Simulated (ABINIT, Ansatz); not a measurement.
# LiHS (Ama2): one start, several treatments of the self-energy

How much does the gap of LiHS (Ama2) depend on the approximation to the self-energy?

Calculated with ABINIT 10.8.3; PBEsol and many-body steps on it, plane waves.

### Step 1. The starting structure

It takes space group Ama2 (No. 40, orthorhombic). The conventional cell has a = 6.157 Å, b = 5.618 Å, c = 5.515 Å, α = 90.00°, β = 90.00°, γ = 90.00°. Nearest to Li lie 4 S at 2.49 to 2.51 Å. Nearest to H lie 1 S at 1.35 Å. Nearest to S lie 1 H at 1.35 Å and 4 Li at 2.49 to 2.51 Å. Farther neighbours and most contacts between anions are not listed.

Structure file:

```cif
data_structure
_symmetry_space_group_name_H-M 'Ama2'
_symmetry_Int_Tables_number 40
_cell_length_a 6.1569
_cell_length_b 5.6184
_cell_length_c 5.5148
_cell_angle_alpha 90.000
_cell_angle_beta 90.000
_cell_angle_gamma 90.000
_cell_volume 190.77
loop_
_atom_site_label
_atom_site_type_symbol
_atom_site_symmetry_multiplicity
_atom_site_Wyckoff_symbol
_atom_site_fract_x
_atom_site_fract_y
_atom_site_fract_z
_atom_site_occupancy
Li1 Li 4 a 0.50000 0.00000 0.50166 1
H1 H 4 b 0.25000 0.57480 0.55829 1
S1 S 4 b 0.75000 0.26171 0.73705 1
```

The cell and positions come from the Crystallography Open Database and are kept as given unless a step says otherwise.

### Step 2. Empty states on the mesh, 2×2×2 mesh, 180 bands

This step: ABINIT 10.8.3; DFT, PBEsol, plane waves, norm-conserving pseudopotentials.

The sums over transitions need many empty states on a uniform mesh; this step solves for them.

The input, run.abi:

```
acell 3*1.0 Angstrom
rprim 
  6.156870000000 0.000000000000 0.000000000000
  0.000000000000 2.809205000000 2.757390000000
  0.000000000000 -2.809205000000 2.757390000000
ntypat 3
znucl 3 1 16
natom 6
typat 1 1 2 2 3 3
xred 
  0.500000000000 0.501660000000 0.501660000000
  0.000000000000 0.501660000000 0.501660000000
  0.250000000000 0.133090000000 0.983490000000
  0.750000000000 0.983490000000 0.133090000000
  0.750000000000 0.998760000000 0.475340000000
  0.250000000000 0.475340000000 0.998760000000
pp_dirpath "pseudos"
pseudos "Li.upf, H.upf, S.upf"
ecut 33
ngkpt 2 2 2
nshiftk 1
shiftk 0 0 0
kptopt 1
chksymbreak 0
iscf -2
irdden 1
istwfk *1
nband 180
nbdbuf 16
tolwfr 1e-09
nstep 60
prtvol 0
indata_prefix "in"
outdata_prefix "out"
tmpdata_prefix "tmp"
```

Launch:

```
OMP_NUM_THREADS=1 mpirun -n 4 abinit run.abi > log
```

Numbers of over 12 decimals in the logs are rounded to 6 here.

What it wrote:

```text
.Version 10.8.3 of ABINIT. v10.8.2 released Aug 2026.

 Symmetries : space group Am a 2 (# 40); Bravais oC (1-face-center ortho.)
[... echo of the input left out ...]
== DATASET  1 ==================================================================
-   mpi_nproc: 4, omp_nthreads: 1 (-1 if OMP is not activated)

--- !DatasetInfo
iteration_state: {dtset: 1, }
dimensions: {natom: 6, nkpt: 6, mband: 180, nsppol: 1, nspinor: 1, nspden: 1, mpw: 5848, }
cutoff_energies: {ecut:  33.0, pawecutdg:  -1.0, }
[...]
2.74963    2.75307    2.75634    2.78160    2.81194    2.81538    2.81813    2.82614
   2.82840    2.83531    2.84864    2.85986    2.87155    2.88528    2.88915    2.90719
   2.91113    2.92367    2.92483    2.92782
 prteigrs : prtvol=0 or 1, do not print more k-points.

== END DATASET(S) ==============================================================
================================================================================

 -outvars: echo values of variables after computation  --------
            nband         180
             nkpt           6
          spgroup          40
 [... the other variables as echoed above ...]

 Calculation completed.
```

Run time: 1.9 min. Hardware: 4 MPI ranks of Arm Neoverse N1, shared host; peak memory 0.41 GiB.

Numbers from this step:

```
gap                                                           : 3.330 eV
k of the valence top                                          : 0, 0, 0
k of the conduction bottom                                    : 0, 0, 0
least direct gap                                              : 3.330 eV
k points computed                                             : 6
lowest point of the top converged band, above the valence top : 73.3633 eV
```

On this mesh the gap is 3.330 eV.

The density comes from a self-consistent run that is not shown.

### Step 3. Screening, 2×2×2 mesh, 73 bands, screening to 114.3 eV

The RPA dielectric matrix is built and inverted for each q.

This step: RPA screening on PBEsol, plane waves, norm-conserving pseudopotentials.

Edit run.abi of step 2 so:

```diff
@@ -24,10 +24,11 @@
 chksymbreak 0
-iscf -2
-irdden 1
 istwfk *1
-nband 180
-nbdbuf 16
-tolwfr 1e-09
-nstep 60
-prtvol 0
+occopt 1
+irdwfk 1
+optdriver 3
+nband 73
+ecuteps 4.2
+inclvkb 2
+awtr 1
+symchi 1
 indata_prefix "in"
```

What it wrote:

```text
.Version 10.8.3 of ABINIT. v10.8.2 released Aug 2026.

 Symmetries : space group Am a 2 (# 40); Bravais oC (1-face-center ortho.)
[... echo of the input left out ...]
== DATASET  1 ==================================================================
-   mpi_nproc: 4, omp_nthreads: 1 (-1 if OMP is not activated)

--- !DatasetInfo
iteration_state: {dtset: 1, }
dimensions: {natom: 6, nkpt: 6, mband: 73, nsppol: 1, nspinor: 1, nspden: 1, mpw: 5848, }
cutoff_energies: {ecut:  33.0, pawecutdg:  -1.0, }
electrons: {nelect:   2.00000000E+01, charge:   0.00000000E+00, occopt:   1.00000000E+00, tsmear:   1.00000000E-02, }

 SCREENING: Calculation of the susceptibility and dielectric matrices

 Based on a program developped by R.W. Godby, V. Olevano, G. Onida, and L. Reining.
 Incorporated in ABINIT by V. Olevano, G.-M. Rignanese, and M. Torrent.
.Using double precision arithmetic ; gwpc =  8

[... cell and pseudopotentials left out ...]
--------------------------------------------------------------------------------

 ==== K-mesh for the wavefunctions ====
 Number of points in the irreducible wedge :     6
[... list of points left out ...]
 Together with  4 symmetry operations and time-reversal symmetry
 yields     8 points in the full Brillouin Zone.

 ==== Q-mesh for the screening function ====
 Number of points in the irreducible wedge :     6
[... list of points left out ...]
 Together with  4 symmetry operations and time-reversal symmetry
 yields     8 points in the full Brillouin Zone.

 setmesh: FFT mesh size selected  =    48x   32x   32
          total number of points  =        49152

 vcoul_init : cutoff-mode = AUXILIARY_FUNCTION
 q-points for optical limit:   1
     1)      0.000010    0.000020    0.000030

- screening: taking advantage of time-reversal symmetry
- Maximum band index for partially occupied states nbvw = 10
- Remaining bands to be divided among processors   nbcw = 63
- Number of bands treated by each node ~15

 Number of electrons calculated from density =   20.0000; Expected =   20.0000
 average of density, n =  0.031071
 r_s =    1.9733
 omega_plasma =   17.0034 [eV]

 calculating chi0 at frequencies [eV] :
  1    0.000000E+00    0.000000E+00
  2    0.000000E+00    1.700343E+01

--------------------------------------------------------------------------------
  q-point number  1        q = ( 0.000000, 0.000000, 0.000000) [r.l.u.]
--------------------------------------------------------------------------------
[... chi0 elements left out ...]
 For q-point:  0.000010 0.000020 0.000030
  dielectric constant =   3.7266
  dielectric constant without local fields =   4.6170

  Average fulfillment of the sum rule on Im[epsilon] for q-point    1 :     61.62  [%]
[... wings left out ...]
  q-point number  2        q = ( 0.500000, 0.000000, 0.000000) [r.l.u.]
--------------------------------------------------------------------------------
[... chi0 elements left out ...]
  Average fulfillment of the sum rule on Im[epsilon] for q-point    2 :     70.84  [%]

 [... 4 further q-points ...]
```

Wall time 16 s (4 MPI ranks); peak memory 0.95 GiB.

This step gave:

```yaml
eps_infinity_with_local_fields_on_this_mesh_along_the_program_s_q_direction: 3.727
the_same_without_local_fields: 4.617
plasma_frequency: 17.00 eV
plane_waves_in_the_screening_matrix: 283
```

Local fields lower ε∞ by 19 %. On a Γ-centred mesh this coarse the value itself is usually too large, while a short band sum pulls it down.

### Step 4. G0W0, Godby-Needs plasmon pole

The self-energy is evaluated for the states that the input lists, and the levels follow from it, in one-shot runs by the linearised quasiparticle equation.

This step: G0W0 on PBEsol, plane waves, norm-conserving pseudopotentials.

Edit run.abi of step 3 so:

```diff
@@ -27,8 +27,15 @@
 irdwfk 1
-optdriver 3
+optdriver 4
 nband 73
+gwcalctyp 0
+ecutsigx 33
+symsigma 1
+nkptgw 1
+kptgw 
+  0.0000000000 0.0000000000 0.0000000000
+bdgw 
+  9 12
 ecuteps 4.2
-inclvkb 2
-awtr 1
-symchi 1
+irdscr 1
+ppmodel 1
 indata_prefix "in"
```

What it wrote:

```text
.Version 10.8.3 of ABINIT. v10.8.2 released Aug 2026.

 Symmetries : space group Am a 2 (# 40); Bravais oC (1-face-center ortho.)
[... echo of the input left out ...]
== DATASET  1 ==================================================================
-   mpi_nproc: 4, omp_nthreads: 1 (-1 if OMP is not activated)

--- !DatasetInfo
iteration_state: {dtset: 1, }
dimensions: {natom: 6, nkpt: 6, mband: 73, nsppol: 1, nspinor: 1, nspden: 1, mpw: 5848, }
cutoff_energies: {ecut:  33.0, pawecutdg:  -1.0, }
electrons: {nelect:   2.00000000E+01, charge:   0.00000000E+00, occopt:   1.00000000E+00, tsmear:   1.00000000E-02, }

 SIGMA: Calculation of the GW corrections

 Based on a program developped by R.W. Godby, V. Olevano, G. Onida, and L. Reining.
 Incorporated in ABINIT by V. Olevano, G.-M. Rignanese, and M. Torrent.
.Using double precision arithmetic ; gwpc =  8

[... cell and pseudopotentials left out ...]
--------------------------------------------------------------------------------

 ==== K-mesh for the wavefunctions ====
 Number of points in the irreducible wedge :     6
[... list of points left out ...]
 Together with  4 symmetry operations and time-reversal symmetry
 yields     8 points in the full Brillouin Zone.

 ==== Q-mesh for screening function ====
 Number of points in the irreducible wedge :     6
[... list of points left out ...]
 Together with  4 symmetry operations and time-reversal symmetry
 yields     8 points in the full Brillouin Zone.

 vcoul_init : cutoff-mode = AUXILIARY_FUNCTION
 q-points for optical limit:   1
     1)      0.000010    0.000020    0.000030
 setmesh: FFT mesh size selected  =    64x   40x   40
          total number of points  =       102400

 Number of electrons calculated from density =   20.0000; Expected =   20.0000
 average of density, n =  0.031071
 r_s =    1.9733
 omega_plasma =   17.0034 [eV]

 === KS Band Gaps ===
  >>>> For spin  1
   Minimum direct gap =   3.3299 [eV], located at k-point      :   0.0000  0.0000  0.0000
   Fundamental gap    =   3.3299 [eV], Top of valence bands at :   0.0000  0.0000  0.0000
                                       Bottom of conduction at :   0.0000  0.0000  0.0000
 SIGMA fundamental parameters:
 PLASMON POLE MODEL  1
 number of plane-waves for SigmaX                 5839
 number of plane-waves for SigmaC and W            283
 number of plane-waves for wavefunctions          5839
 number of bands                                    73
 number of independent spin polarizations            1
 number of spinorial components                      1
 number of k-points in IBZ                           6
 number of q-points in IBZ                           6
 number of symmetry operations                       4
 number of k-points in BZ                            8
 number of q-points in BZ                            8
 number of frequencies for dSigma/dE                 9
 frequency step for dSigma/dE [eV]                0.25
 number of omega for Sigma on real axis              0
 max omega for Sigma on real axis  [eV]           0.00
 zcut for avoiding poles [eV]                     0.10

 EPSILON^-1 parameters (SCR file):
 dimension of the eps^-1 matrix on file            283
 dimension of the eps^-1 matrix used               283
 number of plane-waves for wavefunctions          5839
 number of bands                                    73
 number of q-points in IBZ                           6
 number of frequencies                               2
 number of real frequencies                          1
 number of imag frequencies                          1

 matrix elements of self-energy operator (all in [eV])

 Perturbative Calculation

--- !SelfEnergy_ee
iteration_state: {dtset: 1, }
kpoint     : [   0.000,    0.000,    0.000, ]
spin       : 1
KS_gap     :    3.330
QP_gap     :    5.473
Delta_QP_KS:    2.143
data: !SigmaeeData |
     Band     E0 <VxcDFT>   SigX SigC(E0)      Z dSigC/dE  Sig(E)    E-E0       E
        9  -0.707 -12.411 -15.817   2.119   0.794  -0.259 -13.434  -1.023  -1.730
       10  -0.122 -12.727 -15.736   1.898   0.797  -0.255 -13.612  -0.885  -1.007
       11   3.208  -8.834  -4.303  -3.009   0.827  -0.209  -7.575   1.258   4.466
       12   3.571  -8.614  -4.145  -2.917   0.827  -0.209  -7.330   1.285   4.856

== END DATASET(S) ==============================================================
================================================================================

 -outvars: echo values of variables after computation  --------
           etotal      0.0000000000E+00
            nband          73
             nkpt           6
          spgroup          40
 [... the other variables as echoed above ...]

 Calculation completed.
```

Run time: 6.7 s. Hardware: 4 MPI ranks; peak memory 0.76 GiB.

Numbers from this step:

| Quantity | Value |
| --- | --- |
| G0W0 gap on the points computed | 5.473 eV |
| starting gap on the mesh | 3.330 eV |
| k of the valence top | 0, 0, 0 |
| k of the conduction bottom | 0, 0, 0 |
| Z at the valence top | 0.797 |
| Z at the conduction bottom | 0.827 |
| least direct G0W0 gap on the computed points | 5.473 eV |

The gap on the mesh goes from 3.33 eV to 5.47 eV, a correction of +2.14 eV.

### Step 5. G0W0, Hybertsen-Louie plasmon pole

Edit run.abi of step 4 so:

```diff
@@ -39,3 +39,3 @@
 irdscr 1
-ppmodel 1
+ppmodel 2
 indata_prefix "in"
```

What it wrote:

```text
.Version 10.8.3 of ABINIT. v10.8.2 released Aug 2026.

 Symmetries : space group Am a 2 (# 40); Bravais oC (1-face-center ortho.)
[... echo of the input left out ...]
== DATASET  1 ==================================================================
-   mpi_nproc: 4, omp_nthreads: 1 (-1 if OMP is not activated)

--- !DatasetInfo
iteration_state: {dtset: 1, }
dimensions: {natom: 6, nkpt: 6, mband: 73, nsppol: 1, nspinor: 1, nspden: 1, mpw: 5848, }
cutoff_energies: {ecut:  33.0, pawecutdg:  -1.0, }
electrons: {nelect:   2.00000000E+01, charge:   0.00000000E+00, occopt:   1.00000000E+00, tsmear:   1.00000000E-02, }

 SIGMA: Calculation of the GW corrections

 Based on a program developped by R.W. Godby, V. Olevano, G. Onida, and L. Reining.
 Incorporated in ABINIT by V. Olevano, G.-M. Rignanese, and M. Torrent.
.Using double precision arithmetic ; gwpc =  8

[... cell and pseudopotentials left out ...]
--------------------------------------------------------------------------------

 ==== K-mesh for the wavefunctions ====
 Number of points in the irreducible wedge :     6
[... list of points left out ...]
 Together with  4 symmetry operations and time-reversal symmetry
 yields     8 points in the full Brillouin Zone.

 ==== Q-mesh for screening function ====
 Number of points in the irreducible wedge :     6
[... list of points left out ...]
 Together with  4 symmetry operations and time-reversal symmetry
 yields     8 points in the full Brillouin Zone.

 vcoul_init : cutoff-mode = AUXILIARY_FUNCTION
 q-points for optical limit:   1
     1)      0.000010    0.000020    0.000030
 setmesh: FFT mesh size selected  =    64x   40x   40
          total number of points  =       102400

 Number of electrons calculated from density =   20.0000; Expected =   20.0000
[...]
number of k-points in IBZ                           6
 number of q-points in IBZ                           6
 number of symmetry operations                       4
 number of k-points in BZ                            8
 number of q-points in BZ                            8
 number of frequencies for dSigma/dE                 9
 frequency step for dSigma/dE [eV]                0.25
 number of omega for Sigma on real axis              0
 max omega for Sigma on real axis  [eV]           0.00
 zcut for avoiding poles [eV]                     0.10

 EPSILON^-1 parameters (SCR file):
 dimension of the eps^-1 matrix on file            283
 dimension of the eps^-1 matrix used               283
 number of plane-waves for wavefunctions          5839
 number of bands                                    73
 number of q-points in IBZ                           6
 number of frequencies                               2
 number of real frequencies                          1
 number of imag frequencies                          1

 matrix elements of self-energy operator (all in [eV])

 Perturbative Calculation

--- !SelfEnergy_ee
iteration_state: {dtset: 1, }
kpoint     : [   0.000,    0.000,    0.000, ]
spin       : 1
KS_gap     :    3.330
QP_gap     :    5.589
Delta_QP_KS:    2.259
data: !SigmaeeData |
     Band     E0 <VxcDFT>   SigX SigC(E0)      Z dSigC/dE  Sig(E)    E-E0       E
        9  -0.707 -12.411 -15.817   1.900   0.832  -0.203 -13.664  -1.253  -1.960
       10  -0.122 -12.727 -15.736   1.680   0.833  -0.200 -13.834  -1.107  -1.229
       11   3.208  -8.834  -4.303  -3.189   0.858  -0.165  -7.682   1.152   4.360
       12   3.571  -8.614  -4.145  -3.069   0.859  -0.163  -7.411   1.204   4.775

== END DATASET(S) ==============================================================
================================================================================

 -outvars: echo values of variables after computation  --------
           etotal      0.0000000000E+00
            nband          73
             nkpt           6
          spgroup          40
 [... the other variables as echoed above ...]

 Calculation completed.
```

Run time: 6.5 s. Hardware: 4 MPI ranks; peak memory 0.75 GiB; 26 s of CPU time.

Numbers from this step:

```
G0W0 gap on the points computed              : 5.589 eV
starting gap on the mesh                     : 3.330 eV
k of the valence top                         : 0, 0, 0
k of the conduction bottom                   : 0, 0, 0
Z at the valence top                         : 0.833
Z at the conduction bottom                   : 0.858
least direct G0W0 gap on the computed points : 5.589 eV
```

Against G0W0 in ABINIT (2×2×2 mesh, 73 bands, screening to 114.3 eV, Godby-Needs plasmon pole), the gap moves by +0.116 eV.

### Step 6. G0W0, von der Linden-Horsch plasmon pole

Edit run.abi of step 5 so:

```diff
@@ -39,3 +39,3 @@
 irdscr 1
-ppmodel 2
+ppmodel 3
 indata_prefix "in"
```

What it wrote:

```text
.Version 10.8.3 of ABINIT. v10.8.2 released Aug 2026.

 Symmetries : space group Am a 2 (# 40); Bravais oC (1-face-center ortho.)
[... echo of the input left out ...]
== DATASET  1 ==================================================================
-   mpi_nproc: 4, omp_nthreads: 1 (-1 if OMP is not activated)

--- !DatasetInfo
iteration_state: {dtset: 1, }
dimensions: {natom: 6, nkpt: 6, mband: 73, nsppol: 1, nspinor: 1, nspden: 1, mpw: 5848, }
cutoff_energies: {ecut:  33.0, pawecutdg:  -1.0, }
[...]
10  -0.122 -12.727 -15.736   1.659   0.843  -0.186 -13.865  -1.138  -1.260
       11   3.208  -8.834  -4.303  -3.227   0.869  -0.151  -7.701   1.133   4.341
       12   3.571  -8.614  -4.145  -3.130   0.871  -0.149  -7.448   1.166   4.737

== END DATASET(S) ==============================================================
================================================================================

 -outvars: echo values of variables after computation  --------
           etotal      0.0000000000E+00
            nband          73
             nkpt           6
          spgroup          40
 [... the other variables as echoed above ...]

 Calculation completed.
```

It took 5.8 s on 4 MPI ranks; peak memory 0.42 GiB; 23 s of CPU time.

Numbers from this step:

| Property | Result |
| --- | --- |
| G0W0 gap on the points computed | 5.601 eV |
| starting gap on the mesh | 3.330 eV |
| k of the valence top | 0, 0, 0 |
| k of the conduction bottom | 0, 0, 0 |
| least direct G0W0 gap on the computed points | 5.601 eV |

Against G0W0 in ABINIT (2×2×2 mesh, 73 bands, screening to 114.3 eV, Godby-Needs plasmon pole), the gap moves by +0.128 eV.

[end of part 1 of 2]

[Paths, hosts, dates, memory and timing lines, banners, echoed tables and standing remarks are left out of the program output.]

[Logs are printed without paths, hosts, clocks, repeated set-up lines and the standing remarks that a program may print on its own settings, such as how far it seeks lower states.]

[Runs of the session that timed out or met a known fault of the program may be left out.]

[No measured gap is set beside runs whose start may be inverted or whose files or cutoffs have a known fault.]

[Hosts, paths, dates, database ids (printed as entryN), source tags and the programs' standing remarks are cut or masked in the printed files.]

[G0W0 gaps are taken among the corrected bands and points alone; a level outside them can change the order at an edge.]

[Where Ansatz stands beside ABINIT at settings called matched, ABINIT's density can come from a denser mesh and the files from another edition; pairs whose starting gaps differed by over 0.03 eV were left out, so agreement reads better than it is.]
